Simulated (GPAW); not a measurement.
# A Ga chain with a Se atom on top of one atom: transmission at several levels, part 2 of 2

Aim: T(E), conductance and thermopower of a Ga chain with a Se atom on top of one atom, and what cheaper settings cost in accuracy.

GPAW 26.7.0; GPAW LCAO, PAW setups; Landauer transmission from Green's functions with principal layers (ASE), zero bias.

So far, transmission at the Fermi level (one spin): step 2 (double-zeta polarised basis, PBE, GPAW) 1.15; step 3 (basis szp(dzp), PBE, GPAW) 1.22; step 4 (basis sz(dzp), PBE, GPAW) 1.24; step 5 (revPBE) 1.14.

## (8) Grid spacing 0.25, density threshold 0.01

The real-space grid carries density and potential; a coarse one breaks translation symmetry along the lead and scatters electrons that should pass. The Hamiltonian is taken from the last density. The density threshold is one of the tests that end the cycle; the energy must settle too, so a loose value may not be the test that decides.

This step: GPAW LCAO, PAW setups; Landauer transmission from Green's functions with principal layers (ASE), zero bias (GPAW 26.7.0).

Input file run.py:

```python
import json
import numpy as np
from ase import Atoms
from ase.transport.calculators import TransportCalculator
from gpaw import GPAW, FermiDirac
from gpaw.lcao.tools import get_lcao_hamiltonian
from scipy.linalg import eigh

# The junction with lead layers at both ends, along the third cell vector
device = Atoms(
    ['Ga', 'Ga', 'Ga', 'Ga', 'Ga', 'Ga', 'Se', 'Ga', 'Ga', 'Ga', 'Ga', 'Ga'],
    positions=[
        [4.50000, 4.50000, 1.27500],
        [4.50000, 4.50000, 3.82500],
        [4.50000, 4.50000, 6.37500],
        [4.50000, 4.50000, 8.92500],
        [4.50000, 4.50000, 11.47500],
        [4.50000, 4.50000, 14.02500],
        [6.75840, 4.50000, 14.02500],
        [4.50000, 4.50000, 16.57500],
        [4.50000, 4.50000, 19.12500],
        [4.50000, 4.50000, 21.67500],
        [4.50000, 4.50000, 24.22500],
        [4.50000, 4.50000, 26.77500]],
    cell=[[9.0, 0.0, 0.0], [0.0, 9.0, 0.0], [0.0, 0.0, 28.05]],
    pbc=True)

# One principal layer of the lead: the first 3 atoms of the device
lead = Atoms(
    ['Ga', 'Ga', 'Ga'],
    positions=[
        [4.50000, 4.50000, 1.27500],
        [4.50000, 4.50000, 3.82500],
        [4.50000, 4.50000, 6.37500]],
    cell=[[9.0, 0.0, 0.0], [0.0, 9.0, 0.0], [0.0, 0.0, 7.65]],
    pbc=True)

settings = dict(mode='lcao', basis='dzp', xc='PBE', h=0.25,
                occupations=FermiDirac(0.1), maxiter=250,
                mixer=dict(beta=0.1, nmaxold=8, weight=100.0),
                convergence=dict(density=0.01))
energies = np.arange(-2, 2 + 1e-9, 0.05)
eta = 0.0001
n1, n2 = 1, 1
# k and -k transmit alike, so half of the mesh across the current serves
mesh = [(i, j) for i in range(n1) for j in range(n2) if (i, j) <= (-i % n1, -j % n2)]
weights = np.array([1 if (i, j) == (-i % n1, -j % n2) else 2 for i, j in mesh]) / (n1 * n2)

# [... helper functions left out ...]
fermi_lead = ground_state(lead, (1, 1, 15), 'lead.txt')
fermi_device = ground_state(device, (1, 1, 3), 'device.txt')
# [... loop over the mesh left out, but for ...]
        # Shift the lead onto the potential of the device's first layer
        shift = ((H[:, 0, 0] - H0[:, 0, 0]) / S0[0, 0]).real.mean()
# [...]
kT = 8.617333e-5 * 77
bias = [0.1, 0.2, 0.5, 1.0, 1.5, 2.0]
# [... integrals and printing left out ...]
```

On the command line:

```sh
$ OMP_NUM_THREADS=1 OPENBLAS_NUM_THREADS=1 python run.py
```

The program printed:

```text
basis functions: device 156, principal layer 39
Fermi level: lead -2.8505 eV, device -2.8239 eV; lead shifted by 0.0040 eV
largest coupling past the next layer 6.03e-05 eV, largest misfit of the first layer 0.046 eV
  E-E_F (eV)   T (one spin)  [channel counts left out]
    -2.000    9.0727e-01
    -1.950    8.9237e-01
    -1.900    8.7372e-01
    -1.850    8.5018e-01
    -1.800    8.2017e-01
    -1.750    7.8152e-01
    -1.700    7.3120e-01
    -1.650    6.6455e-01
    -1.600    5.7282e-01
    -1.550    4.3093e-01
    -1.500    8.0975e-02
    -1.450    9.5424e-05
    -1.400    6.8311e-01
    -1.350    4.9430e-01
    -1.300    4.0069e-01
    -1.250    3.5281e-01
[...]
1.650    1.7345e+00
     1.700    1.7584e+00
     1.750    1.7806e+00
     1.800    1.8010e+00
     1.850    1.8197e+00
     1.900    1.8368e+00
     1.950    1.8522e+00
     2.000    1.8662e+00
conductance at 77 K: 1.1546 G0 a cell; thermopower -0.1876 uV/K
current from the zero-bias T(E) at 0.1 V: 8.9357 uA
current from the zero-bias T(E) at 0.2 V: 17.814 uA
current from the zero-bias T(E) at 0.5 V: 43.534 uA
current from the zero-bias T(E) at 1.0 V: 84.47 uA
current from the zero-bias T(E) at 1.5 V: 125.02 uA
current from the zero-bias T(E) at 2.0 V: 163.57 uA
```

The job ended after 21 s (1 thread of Intel Xeon Platinum 8488C (Sapphire Rapids), shared host; peak memory 0.59 GiB).

The run finished with changed settings (h = 0.25 and conv = 0.01); it serves as a test.

Side by side:

| quantity | this run | sound run | difference |
| --- | --- | --- | --- |
| conductance (G₀) | 1.1546 | 1.1514 | 0.00329 |
| largest coupling past the next principal layer (eV) | 6.026e-5 | 6.030e-5 | -4.3e-8 |
| largest misfit of the first principal layer (eV) | 0.046373 | 0.070265 | -0.0239 |
| shift that aligns the lead (eV) | 0.0040069 | -0.0074963 | 0.0115 |
| transmission at the Fermi level (one spin) | 1.1553 | 1.1521 | 0.00319 |

## (9) A second varied run

A last run, with other settings again.

Changes to run.py since step 8:

```diff
@@ -37,6 +37,6 @@
 
-settings = dict(mode='lcao', basis='dzp', xc='PBE', h=0.25,
-                occupations=FermiDirac(0.1), maxiter=250,
+settings = dict(mode='lcao', basis='dzp', xc='PBE', h=0.2,
+                occupations=FermiDirac(1.0), maxiter=75,
                 mixer=dict(beta=0.1, nmaxold=8, weight=100.0),
-                convergence=dict(density=0.01))
+                convergence=dict(density=0.0001))
 energies = np.arange(-2, 2 + 1e-9, 0.05)
```

The program printed:

```text
basis functions: device 156, principal layer 39
Fermi level: lead -3.2660 eV, device -3.0378 eV; lead shifted by -0.1875 eV
largest coupling past the next layer 6.13e-05 eV, largest misfit of the first layer 0.014 eV
  E-E_F (eV)   T (one spin)  [channel counts left out]
    -2.000    7.2272e-01
    -1.950    6.8117e-01
    -1.900    6.3849e-01
    -1.850    5.9796e-01
    -1.800    5.6382e-01
    -1.750    5.4068e-01
    -1.700    5.3297e-01
    -1.650    5.4431e-01
    -1.600    5.7726e-01
    -1.550    6.3351e-01
    -1.500    7.1603e-01
    -1.450    8.4029e-01
    -1.400    9.1515e-01
    -1.350    2.2559e-01
    -1.300    6.5061e-01
    -1.250    7.6730e-01
[...]
1.650    1.9155e+00
     1.700    1.9286e+00
     1.750    1.9405e+00
     1.800    1.9515e+00
     1.850    1.9617e+00
     1.900    1.9711e+00
     1.950    1.9800e+00
     2.000    1.9883e+00
conductance at 77 K: 1.0193 G0 a cell; thermopower -0.547 uV/K
current from the zero-bias T(E) at 0.1 V: 7.8996 uA
current from the zero-bias T(E) at 0.2 V: 15.807 uA
current from the zero-bias T(E) at 0.5 V: 39.812 uA
current from the zero-bias T(E) at 1.0 V: 81.542 uA
current from the zero-bias T(E) at 1.5 V: 126.38 uA
current from the zero-bias T(E) at 2.0 V: 174.38 uA
```

Wall time 43 s (1 thread); peak memory 0.98 GiB.

The run finished. A setting was moved off its sound value on purpose, so it serves as a test and not as the result.

The fault put into the input: a smearing of electronvolts (width = 1.0).

Side by side:

| quantity | this run | sound run | difference |
| --- | --- | --- | --- |
| conductance (G₀) | 1.0193 | 1.1514 | -0.132 |
| largest coupling past the next principal layer (eV) | 6.134e-5 | 6.030e-5 | 1.0e-6 |
| largest misfit of the first principal layer (eV) | 0.013528 | 0.070265 | -0.0567 |
| shift that aligns the lead (eV) | -0.18754 | -0.0074963 | -0.180 |
| transmission at the Fermi level (one spin) | 1.0192 | 1.1521 | -0.133 |

The two runs differ clearly in the shift that aligns the lead: -0.188 eV against -0.00750 eV.

## (10) What came out

| Item | Value |
| --- | --- |
| conductance | 1.15 G₀ |
| transmission at the Fermi level, mean of the spins | 1.15 |
| thermopower | about 0 (under 1.5 μV/K) |

In the dzp basis the junction conducts 1.15 G₀ at 77 K, with T = 1.15 a spin at the Fermi level; the sz basis reaches that conductance within 10 %. At the Fermi level two eigenchannels carry the current (1.00 and 0.15). Measured against the first run (dzp), the nearest curve is that of dzp-revPBE (r.m.s. 0.11) and the farthest that of sz (0.22). Over the compared runs wall time goes from 31 s (sz) to 45 s (dzp), on a shared host. The geometry was built from estimated bond lengths and not relaxed, so the numbers describe this model structure. The run had no spin polarisation, so a magnetic state, which chains and small molecules with open shells often have, wasn't tested. An evenly spaced straight chain is an idealisation: free chains tend to dimerise, zigzag or, where a band edge lies near the Fermi level, turn magnetic. The currents use the zero-bias T(E) throughout, which holds only while the bias is small against the distance to the nearest feature. The energy step is wider than the thermal energy, so the conductance and thermopower rest on interpolation of T(E).

[Logs are printed without paths, hosts, clocks, repeated set-up lines and the standing remarks that a program may print on its own settings, such as how far it seeks lower states.]

[Hosts, paths, dates, database ids (printed as entryN), source tags and the programs' standing remarks are cut or masked in the printed files.]
